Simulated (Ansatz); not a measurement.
**Ta(100) with 4 thermally displaced layers, 2x2: scattering by thermal displacements**

How much do lattice vibrations at 300 K scatter the electrons of Ta? Layers with random displacements are laid between perfect leads, and the resistance is followed against their length. The measured value for the pure metal at this temperature is 13.5 µΩ cm (CRC Handbook of Chemistry and Physics, 84th ed., 2003, Electrical Resistivity of Pure Metals).

Program: Ansatz 0.2.0. Level of theory: Ansatz plane-wave DFT, PBE, PAW files; ballistic transport by layer matching (Landauer), zero bias; PAW set soft_1. Results are calculated unless marked as measured.

### 1. The starting structure

The cell holds 56 atoms: 56 Ta. Its edges and angles: a = 6.605 Å, b = 6.605 Å, c = 23.118 Å, α = 90.0°, β = 90.0°, γ = 90.0°. It derives from Ta. Regions: lead, 40 atoms (40 Ta); scattering region, 16 atoms (16 Ta). The structure is stacked along c, and the current runs across the ab planes.

### 2. With 4 displaced layers

Each atom of 4 layers is moved at random, by amounts drawn from a normal law 0.0653 Å wide in each direction from the Debye model (240 K) at 300 K. The layers about the cell's end stay perfect and serve as the lead. Disorder leaves little or no symmetry, which makes such runs dear. Energies from -0.05 to 0.05 eV in steps of 0.05 eV are too few for the program's thermal sum, so it prints no conductance; for a metal the transmission near the Fermi level serves, at a fraction of the cost.

The input, input.yaml:

```yaml
crystal:
  lattice:
    - [6.60512, 0.0, 0.0]
    - [0.0, 6.60512, 0.0]
    - [0.0, 0.0, 23.11792]
  atoms:
    - { symbol: Ta, position: [0.0, 0.0, 0.0357142857] }
    - { symbol: Ta, position: [0.0, 0.5, 0.0357142857] }
    - { symbol: Ta, position: [0.5, 0.0, 0.0357142857] }
    - { symbol: Ta, position: [0.5, 0.5, 0.0357142857] }
    - { symbol: Ta, position: [0.25, 0.25, 0.1071428571] }
    - { symbol: Ta, position: [0.25, 0.75, 0.1071428571] }
    - { symbol: Ta, position: [0.75, 0.25, 0.1071428571] }
    - { symbol: Ta, position: [0.75, 0.75, 0.1071428571] }
    - { symbol: Ta, position: [0.0, 0.0, 0.1785714286] }
    - { symbol: Ta, position: [0.0, 0.5, 0.1785714286] }
    - { symbol: Ta, position: [0.5, 0.0, 0.1785714286] }
    - { symbol: Ta, position: [0.5, 0.5, 0.1785714286] }
    - { symbol: Ta, position: [0.25, 0.25, 0.25] }
    - { symbol: Ta, position: [0.25, 0.75, 0.25] }
    - { symbol: Ta, position: [0.75, 0.25, 0.25] }
    - { symbol: Ta, position: [0.75, 0.75, 0.25] }
    - { symbol: Ta, position: [0.0, 0.0, 0.3214285714] }
    - { symbol: Ta, position: [0.0, 0.5, 0.3214285714] }
    - { symbol: Ta, position: [0.5, 0.0, 0.3214285714] }
    - { symbol: Ta, position: [0.5, 0.5, 0.3214285714] }
    - { symbol: Ta, position: [0.2503379861, 0.2634407302, 0.3963160088] }
    - { symbol: Ta, position: [0.244955755, 0.7470546534, 0.3913677007] }
    - { symbol: Ta, position: [0.7556315882, 0.2494458185, 0.3949665025] }
    - { symbol: Ta, position: [0.7317397028, 0.7654849035, 0.3925847985] }
    - { symbol: Ta, position: [0.0067253537, 0.9986500794, 0.4632150614] }
    - { symbol: Ta, position: [0.0045777165, 0.5081500893, 0.463713728] }
    - { symbol: Ta, position: [0.4984897507, 0.006777942, 0.4618276921] }
    - { symbol: Ta, position: [0.4850307359, 0.503904287, 0.4623918975] }
    - { symbol: Ta, position: [0.2310179618, 0.2419533036, 0.5343936934] }
    - { symbol: Ta, position: [0.2382055219, 0.7352474053, 0.5358177585] }
    - { symbol: Ta, position: [0.7588690619, 0.2476955536, 0.5336142165] }
    - { symbol: Ta, position: [0.7538055578, 0.7570896785, 0.5348669937] }
    - { symbol: Ta, position: [0.0053838914, 0.010308537, 0.6065583693] }
    - { symbol: Ta, position: [0.9919586228, 0.5034364305, 0.6078419776] }
    - { symbol: Ta, position: [0.5108614618, 0.9873022726, 0.6052743252] }
    - { symbol: Ta, position: [0.4917149503, 0.4828597405, 0.6074999345] }
    - { symbol: Ta, position: [0.25, 0.25, 0.6785714286] }
    - { symbol: Ta, position: [0.25, 0.75, 0.6785714286] }
    - { symbol: Ta, position: [0.75, 0.25, 0.6785714286] }
    - { symbol: Ta, position: [0.75, 0.75, 0.6785714286] }
    - { symbol: Ta, position: [0.0, 0.0, 0.75] }
    - { symbol: Ta, position: [0.0, 0.5, 0.75] }
    - { symbol: Ta, position: [0.5, 0.0, 0.75] }
    - { symbol: Ta, position: [0.5, 0.5, 0.75] }
    - { symbol: Ta, position: [0.25, 0.25, 0.8214285714] }
    - { symbol: Ta, position: [0.25, 0.75, 0.8214285714] }
    - { symbol: Ta, position: [0.75, 0.25, 0.8214285714] }
    - { symbol: Ta, position: [0.75, 0.75, 0.8214285714] }
    - { symbol: Ta, position: [0.0, 0.0, 0.8928571429] }
    - { symbol: Ta, position: [0.0, 0.5, 0.8928571429] }
    - { symbol: Ta, position: [0.5, 0.0, 0.8928571429] }
    - { symbol: Ta, position: [0.5, 0.5, 0.8928571429] }
    - { symbol: Ta, position: [0.25, 0.25, 0.9642857143] }
    - { symbol: Ta, position: [0.25, 0.75, 0.9642857143] }
    - { symbol: Ta, position: [0.75, 0.25, 0.9642857143] }
    - { symbol: Ta, position: [0.75, 0.75, 0.9642857143] }
kpoints:
  mp_grid: { grid: [4, 4, 1] }
hamiltonian:
  xc: pbe
  pseudopotentials: { kind: paw, azcp: { folder: soft_1 } }
scf:
  occupations: { method: fermi_dirac, width: 0.1 }
output:
  transmission: { leads: [[0, 4]], kmesh: [8, 8], e_range: [-0.05, 0.05], de: 0.05 }
  write_potential: true
  write_density: true
  volumetric_format: npy
```

Command:

```console
$ ansatz run input.yaml --threads 4 --pin off --max-ram 15360MiB --backend cpu --events-out ev --progress --plain --runs-dir out
```

Numbers of over 12 decimals in the logs are rounded to 6 here.

The log of the run:

```text
Engine: ansatz 0.2.0, aarch64-unknown-linux-gnu
Pseudopotentials: kind: paw
Pseudopotential: Ta, paw, valence charge 13, recommended cutoff 420 eV (normal), soft_1/Ta.paw.azcp
Functional definition: PBE
  parameter kappa = 0.804
  parameter beta = 0.066725
  exchange = pbe_x(kappa = kappa, mu = beta*pi^2/3)
  correlation = pbe_c(beta = beta)
Crystal: 56 atoms, lattice volume = 1008.580 Å³
Basis set: ecut = 420 eV, 19677 PW (Γ)
Bands: 437, of which v1, the nominal top of the filled ones, is band 364 counted from 1 (363 counted from 0)
Symmetry: 1 space group operations
Space group: P1 (ITA 1), of the structure as read, at distance tolerance 1.0e-4 Å
k-points: 10 of 16 (time reversal used)
Non-local potential: Ta, projectors of the file, l = 0: 3, l = 1: 2, l = 2: 2, l = 3: 1
PAW form: soft (Blöchl's): semilocal exchange-correlation on the pseudo side does not see the compensation charge
PAW one-centre angular grid: Ta, 590 points (default); XC on 64 Gauss nodes
Initial density: superposition of atomic densities (chi_scale 0.1, normalization cell)
Initial wavefunctions: pseudopotential atomic-orbital guess
Functional: x = pbe(κ = 0.804, μ = 0.219515), c = pbe(β = 0.066725)
SCF iter   1: F=—  HF=-556267.931195 eV  |F-HF|=—  |Δ(HF+E_count)|=         —  Δρ=4.16e-2  dr2=2.04e1  ethr=3.10e-3  ⟨swp⟩=5.8  Hψ=17185  notcnv=0  defer=3
preconditioner: auto → Kerker (q_TF=auto, 2.584 Å⁻¹)  [metal: Δε(μ)=0.004 eV  Ē_g=4.263 eV  σ=0.100 eV  W_gap=0.01  n_scr=294 (ndim 8)  ℏωp=19.6 eV  f_vac=0.000  D(μ)=66.16/eV (n_scr^D=700)]
SCF iter   2: F=—  HF=-556263.715762 eV  |F-HF|=—  |Δ(HF+E_count)|=    4.22e0  Δρ=2.57e-2  dr2=7.12e0  ethr=2.80e-3  ⟨swp⟩=2.0  Hψ=5398  notcnv=0  defer=144
SCF iter   3: F=—  HF=-556261.498216 eV  |F-HF|=—  |Δ(HF+E_count)|=    2.22e0  Δρ=2.65e-3  dr2=5.73e-2  ethr=9.78e-4  ⟨swp⟩=2.1  Hψ=7610  notcnv=0  defer=144
SCF iter   4: F=—  HF=-556261.492079 eV  |F-HF|=—  |Δ(HF+E_count)|=   6.14e-3  Δρ=3.03e-4  dr2=7.13e-4  ethr=7.87e-6  ⟨swp⟩=2.4  Hψ=6709  notcnv=0  defer=144
SCF iter   5: F=—  HF=-556261.492098 eV  |F-HF|=—  |Δ(HF+E_count)|=   1.84e-5  Δρ=6.26e-5  dr2=2.34e-5  ethr=9.79e-8  ⟨swp⟩=2.4  Hψ=7964  notcnv=0  defer=144
SCF iter   6: F=—  HF=-556261.491439 eV  |F-HF|=—  |Δ(HF+E_count)|=   6.58e-4  Δρ=6.76e-6  dr2=3.06e-7  ethr=3.22e-9  ⟨swp⟩=2.0  Hψ=7626  notcnv=0  defer=144
SCF iter   7: F=-556261.491439 eV  HF=-556261.491439 eV  |F-HF|=1.28e-9  |Δ(HF+E_count)|=   4.19e-9  Δρ=1.07e-6  dr2=9.20e-9  ethr=1.37e-11  ⟨swp⟩=10.7  Hψ=11670  notcnv=0
SCF 1 converged in 7 iterations: F = -556261.491439 eV  dr2 = 9.20e-9
  greatest PAW one-centre occupation: 0.999 electrons in one spin orbital (limit 2), on the Ta atom at site 30 (counted from 0), in its partial waves of l = 0
transmission: 144 of 1428 steps passed
transmission: 288 of 1428 steps passed
[...]
transmission: 1428 of 1428 steps passed
SCF converged after 7 iterations
Free energy (F): -556261.491439 eV
Harris-Foulkes:  -556261.491439 eV  (|F-HF|=1.28e-9)
Internal energy: -556259.185373 eV  (E = F + TS)
E sigma→0 (E₀):  -556260.338406 eV
Entropy (-TS):   -2.306067 eV (-41.180 meV/atom)
Fermi energy:    18.523163 eV
--- Per-component energies (eV) ---
  E_band       = -5880.341033
  E_kinetic    = 22047.772429
  E_local      = -30731.314896  (includes V_loc(G=0)·N_el)
  E_nonlocal   = -614.225781
  E_hartree    = 11139.855647
  E_xc         = -17994.708618
  E_vxc        = -13089.884210  (∫ρ·V_xc dr)
  E_paw        = -465060.978794  (= ΣΔE_a)
  E_vpaw       = -5772.406144  (= ΣTr[D̂ρ^β])
  E_aug_tail   = 0.005376  (compensation charges beyond the density's cutoff)
  E_ewald      = -75045.590736
  E_smearing   = -2.306067  (= −TS)
  E_closure    = 0.000000  (closes the sum)
  Σ components = -556261.491439   (vs F -556261.491439, Δ=0.00e0)
--- Band table (eV; the first three rows and the last of 10) ---
  k-point 0: bands = [... 360 lower, 19.1783, 19.1813, 19.1890, 19.2320, 19.2368, 19.2481, 19.3913, 19.4093, ... 69 higher]
  k-point 1: bands = [... 360 lower, 18.8831, 18.8921, 18.8998, 18.9075, 18.9327, 18.9485, 18.9868, 19.0019, ... 69 higher]
  k-point 2: bands = [... 360 lower, 18.3728, 18.3840, 18.4390, 18.4636, 18.4682, 18.4843, 18.5916, 18.5935, ... 69 higher]
  k-point 9: bands = [... 360 lower, 17.9231, 17.9270, 17.9419, 17.9550, 17.9588, 17.9722, 17.9815, 17.9931, ... 69 higher]
--- Transmission ---
  basis      : 377 plane waves across, 42 finite elements along
  points     : 34, standing for a mesh of 8 x 8
  energies   : 3 from -0.050000 to 0.050000 eV about the Fermi level, 0.050000 eV apart; the leads are filled to 0.000000 eV, and channels, transmission and decay are at 0.000000 eV
  crystal 0  : Ta4, at the sites [0, 4], period 1.6513 Å, over 16.51 Å; its Hamiltonian steps by up to 0.7 meV
    offset         : up to 0.0000 Å between an atom of the period and one for which it stands
    channels       : 1.048438e1 a spin
    conductance    : none, the energies end too early or step too widely for 300 K: set another output.transmission.e_range or a lower de, or, where they end at an eighth of basis.ecutwfc, a higher one
  junction   : crystal 0 to crystal 0, 0.70 to 22.16 Å
    transmission   : 8.568858e0 a spin
    conductance    : none, the energies end too early or step too widely for 300 K: set another output.transmission.e_range or a lower de, or, where they end at an eighth of basis.ecutwfc, a higher one
```

Wall time 14 min (4 threads of Arm Neoverse V2, shared host); peak memory 8.3 GiB; 46 min of CPU time.

Numbers from this step:

```
free energy                                    : -556261.4914 eV
energy at zero smearing                        : -556260.3384 eV
Fermi energy                                   : 18.52 eV
cell area                                      : 43.63 Å²
transmission per spin nearest the Fermi level  : 8.569
open channels per spin nearest the Fermi level : 10.48
step of the lead's potential                   : 0.7 meV
```

Per spin. The transmission, zone mean by energy, zero at the Fermi level:

```tsv
energy (eV)	transmission, zone mean
-0.0500	8.70
0.0000	8.57
0.0500	8.30
```

Per spin. The open channels, zone mean, lead by energy, zero at the Fermi level:

```tsv
energy (eV)	open channels, zone mean, lead
-0.0500	10.3
0.0000	10.5
0.0500	10.2
```

Transmission over k1 and k2. At 0.0000 eV from the Fermi level.

Ten even steps from '_' (3.7) to '@' (11.4):
```
::__::##%%##--__
::--%%@@@@@@%%--
++##@@%%@@%%@@##
**##@@%%@@%%@@##
++##@@%%@@%%@@##
::--%%@@@@@@%%--
::__--##%%##::__
__::::******::::
```
Columns: k1 (b1) from -0.5 to 0.375; rows upwards: k2 (b2) from -0.5 to 0.375.

Open channels over k1 and k2. At 0.0000 eV from the Fermi level.

Ten even steps from '_' (4.0) to '@' (14.0):
```
::__++%%%%%%++__
==++@@@@@@@@@@++
**%%@@######@@%%
**%%@@######@@%%
**%%@@######@@%%
==++@@@@@@@@@@++
::__++%%%%%%++__
__::==******==::
```
Columns: k1 (b1) from -0.5 to 0.375; rows upwards: k2 (b2) from -0.5 to 0.375.

Over the solved energies the transmission per spin lies between 8.30 and 8.70, out of 10.3 channels of the lead on average (up to 10.5).

### 3. With 8 displaced layers

Each atom of 8 layers is moved at random, by amounts drawn from a normal law 0.0653 Å wide in each direction from the Debye model (240 K) at 300 K. A fresh draw is used; the growth of the resistance with length is what counts.

System of this step: Ta(100) with 8 thermally displaced layers, 2x2. The cell holds 72 atoms: 72 Ta. Cell: a = 6.605 Å, b = 6.605 Å, c = 29.723 Å, α = 90.0°, β = 90.0°, γ = 90.0°. It derives from Ta. Regions: lead, 40 atoms (40 Ta); scattering region, 32 atoms (32 Ta). The structure is stacked along c, and the current runs across the ab planes.

The input, input.yaml:

```yaml
crystal:
  lattice:
    - [6.60512, 0.0, 0.0]
    - [0.0, 6.60512, 0.0]
    - [0.0, 0.0, 29.72304]
  atoms:
    - { symbol: Ta, position: [0.0, 0.0, 0.0277777778] }
    - { symbol: Ta, position: [0.0, 0.5, 0.0277777778] }
    - { symbol: Ta, position: [0.5, 0.0, 0.0277777778] }
    - { symbol: Ta, position: [0.5, 0.5, 0.0277777778] }
    - { symbol: Ta, position: [0.25, 0.25, 0.0833333333] }
    - { symbol: Ta, position: [0.25, 0.75, 0.0833333333] }
    - { symbol: Ta, position: [0.75, 0.25, 0.0833333333] }
    - { symbol: Ta, position: [0.75, 0.75, 0.0833333333] }
    - { symbol: Ta, position: [0.0, 0.0, 0.1388888889] }
    - { symbol: Ta, position: [0.0, 0.5, 0.1388888889] }
    - { symbol: Ta, position: [0.5, 0.0, 0.1388888889] }
    - { symbol: Ta, position: [0.5, 0.5, 0.1388888889] }
    - { symbol: Ta, position: [0.25, 0.25, 0.1944444444] }
    - { symbol: Ta, position: [0.25, 0.75, 0.1944444444] }
    - { symbol: Ta, position: [0.75, 0.25, 0.1944444444] }
    - { symbol: Ta, position: [0.75, 0.75, 0.1944444444] }
    - { symbol: Ta, position: [0.0, 0.0, 0.25] }
    - { symbol: Ta, position: [0.0, 0.5, 0.25] }
    - { symbol: Ta, position: [0.5, 0.0, 0.25] }
    - { symbol: Ta, position: [0.5, 0.5, 0.25] }
    - { symbol: Ta, position: [0.2552171994, 0.2426972639, 0.3085992755] }
    - { symbol: Ta, position: [0.2581244958, 0.7562014438, 0.3064379476] }
    - { symbol: Ta, position: [0.7594465306, 0.2368337459, 0.3069041168] }
    - { symbol: Ta, position: [0.7559582831, 0.7325265884, 0.3063178438] }
    - { symbol: Ta, position: [0.9975246539, 0.0077251367, 0.3601466647] }
    - { symbol: Ta, position: [0.9998196941, 0.5033889929, 0.3591863099] }
    - { symbol: Ta, position: [0.5059169631, 0.9989624678, 0.3621929012] }
    - { symbol: Ta, position: [0.4948417799, 0.5107368033, 0.3624405011] }
    - { symbol: Ta, position: [0.2482402716, 0.2562467226, 0.4194338518] }
    - { symbol: Ta, position: [0.2677052769, 0.7344456307, 0.4186065589] }
    - { symbol: Ta, position: [0.7545970742, 0.249072212, 0.4144554209] }
    - { symbol: Ta, position: [0.7624269634, 0.7375280672, 0.4179120222] }
    - { symbol: Ta, position: [0.0128686068, 0.9841877094, 0.4715577099] }
    - { symbol: Ta, position: [0.9870587521, 0.5024124077, 0.475548707] }
    - { symbol: Ta, position: [0.5200022944, 0.9824238281, 0.4709592861] }
    - { symbol: Ta, position: [0.5069543496, 0.515611664, 0.4731474558] }
    - { symbol: Ta, position: [0.2426244929, 0.2529370632, 0.5277412719] }
    - { symbol: Ta, position: [0.247986079, 0.7427399553, 0.5286284347] }
    - { symbol: Ta, position: [0.7530433054, 0.2490808775, 0.5272908168] }
    - { symbol: Ta, position: [0.7372989534, 0.7451942873, 0.5304278718] }
    - { symbol: Ta, position: [0.9981163841, 0.9857689883, 0.5862645777] }
    - { symbol: Ta, position: [0.0052415276, 0.5208378601, 0.5834706479] }
    - { symbol: Ta, position: [0.4954393404, 0.9856904306, 0.586241284] }
    - { symbol: Ta, position: [0.5253989141, 0.4918852841, 0.5819119371] }
    - { symbol: Ta, position: [0.2558931622, 0.2417922639, 0.6382945789] }
    - { symbol: Ta, position: [0.2465419506, 0.7518974608, 0.6412937731] }
    - { symbol: Ta, position: [0.7502181321, 0.2590831734, 0.6379665586] }
    - { symbol: Ta, position: [0.7532401983, 0.7288642286, 0.635703925] }
    - { symbol: Ta, position: [0.007867385, 0.9941665356, 0.6957182888] }
    - { symbol: Ta, position: [0.0053609237, 0.5130703626, 0.6962277785] }
    - { symbol: Ta, position: [0.5100526796, 0.9988961596, 0.6929105874] }
    - { symbol: Ta, position: [0.4927687428, 0.49517582, 0.6919626556] }
    - { symbol: Ta, position: [0.25, 0.25, 0.75] }
    - { symbol: Ta, position: [0.25, 0.75, 0.75] }
    - { symbol: Ta, position: [0.75, 0.25, 0.75] }
    - { symbol: Ta, position: [0.75, 0.75, 0.75] }
    - { symbol: Ta, position: [0.0, 0.0, 0.8055555556] }
    - { symbol: Ta, position: [0.0, 0.5, 0.8055555556] }
    - { symbol: Ta, position: [0.5, 0.0, 0.8055555556] }
    - { symbol: Ta, position: [0.5, 0.5, 0.8055555556] }
    - { symbol: Ta, position: [0.25, 0.25, 0.8611111111] }
    - { symbol: Ta, position: [0.25, 0.75, 0.8611111111] }
    - { symbol: Ta, position: [0.75, 0.25, 0.8611111111] }
    - { symbol: Ta, position: [0.75, 0.75, 0.8611111111] }
    - { symbol: Ta, position: [0.0, 0.0, 0.9166666667] }
    - { symbol: Ta, position: [0.0, 0.5, 0.9166666667] }
    - { symbol: Ta, position: [0.5, 0.0, 0.9166666667] }
    - { symbol: Ta, position: [0.5, 0.5, 0.9166666667] }
    - { symbol: Ta, position: [0.25, 0.25, 0.9722222222] }
    - { symbol: Ta, position: [0.25, 0.75, 0.9722222222] }
    - { symbol: Ta, position: [0.75, 0.25, 0.9722222222] }
    - { symbol: Ta, position: [0.75, 0.75, 0.9722222222] }
kpoints:
  mp_grid: { grid: [4, 4, 1] }
hamiltonian:
  xc: pbe
  pseudopotentials: { kind: paw, azcp: { folder: soft_1 } }
scf:
  occupations: { method: fermi_dirac, width: 0.1 }
output:
  transmission: { leads: [[0, 4]], kmesh: [8, 8], e_range: [-0.05, 0.05], de: 0.05 }
  write_potential: true
  write_density: true
  volumetric_format: npy
```

The log of the run:

```text
[...]
Crystal: 72 atoms, lattice volume = 1296.745 Å³
Basis set: ecut = 420 eV, 25307 PW (Γ)
Bands: 562, of which v1, the nominal top of the filled ones, is band 468 counted from 1 (467 counted from 0)
Symmetry: 1 space group operations
[...]
k-points: 10 of 16 (time reversal used)
[...]
SCF iter   1: F=—  HF=-715200.788893 eV  |F-HF|=—  |Δ(HF+E_count)|=         —  Δρ=4.24e-2  dr2=3.25e1  ethr=3.10e-3  ⟨swp⟩=5.8  Hψ=21848  notcnv=0  defer=15
[...]
SCF iter   7: F=-715191.995506 eV  HF=-715191.995506 eV  |F-HF|=9.31e-9  |Δ(HF+E_count)|=   9.66e-9  Δρ=1.66e-6  dr2=3.25e-8  ethr=1.07e-11  ⟨swp⟩=11.6  Hψ=16281  notcnv=0
SCF 1 converged in 7 iterations: F = -715191.995506 eV  dr2 = 3.25e-8
[...]
transmission: 189 of 1836 steps passed
transmission: 369 of 1836 steps passed
[...]
transmission: 1836 of 1836 steps passed
SCF converged after 7 iterations
Free energy (F): -715191.995506 eV
[...]
Internal energy: -715188.913632 eV  (E = F + TS)
E sigma→0 (E₀):  -715190.454569 eV
Entropy (-TS):   -3.081874 eV (-42.804 meV/atom)
Fermi energy:    18.537420 eV
[...]
--- Band table (eV; the first three rows and the last of 10) ---
  k-point 0: bands = [... 464 lower, 19.1815, 19.1842, 19.1914, 19.2073, 19.2158, 19.2229, 19.2329, 19.2429, ... 90 higher]
  k-point 1: bands = [... 464 lower, 18.8085, 18.8340, 18.8460, 18.8675, 18.8742, 18.9004, 18.9587, 18.9720, ... 90 higher]
  k-point 2: bands = [... 464 lower, 18.4023, 18.4157, 18.4513, 18.5001, 18.5155, 18.5525, 18.5566, 18.6102, ... 90 higher]
  k-point 9: bands = [... 464 lower, 17.8611, 17.8796, 17.9022, 17.9061, 17.9303, 17.9443, 17.9730, 17.9816, ... 90 higher]
--- Transmission ---
  basis      : 377 plane waves across, 54 finite elements along
  points     : 34, standing for a mesh of 8 x 8
[...]
channels       : 1.048438e1 a spin
[...]
junction   : crystal 0 to crystal 0, 0.70 to 28.77 Å
    transmission   : 7.054750e0 a spin
[...]
```

The job ended after 20 min (4 threads; peak memory 8.2 GiB).

Numbers from this step:

```yaml
free_energy: -715191.9955 eV
energy_at_zero_smearing: -715190.4546 eV
fermi_energy: 18.54 eV
transmission_per_spin_nearest_the_fermi_level: 7.055
step_of_the_lead_s_potential: 3 meV
```

Per spin. Table of transmission, zone mean by energy, zero at the Fermi level:

```tsv
energy (eV)	transmission, zone mean
-0.0500	7.05
0.0000	7.05
0.0500	6.80
```

Over the solved energies the transmission per spin lies between 6.80 and 7.05, out of 10.2 channels of the lead on average (up to 10.5).

(Part 1 of 2 ends here.)

[Logs are printed without paths, hosts, clocks, repeated set-up lines and the standing remarks that a program may print on its own settings, such as how far it seeks lower states.]

[Hosts, paths, dates, database ids (printed as entryN), source tags and the programs' standing remarks are cut or masked in the printed files.]
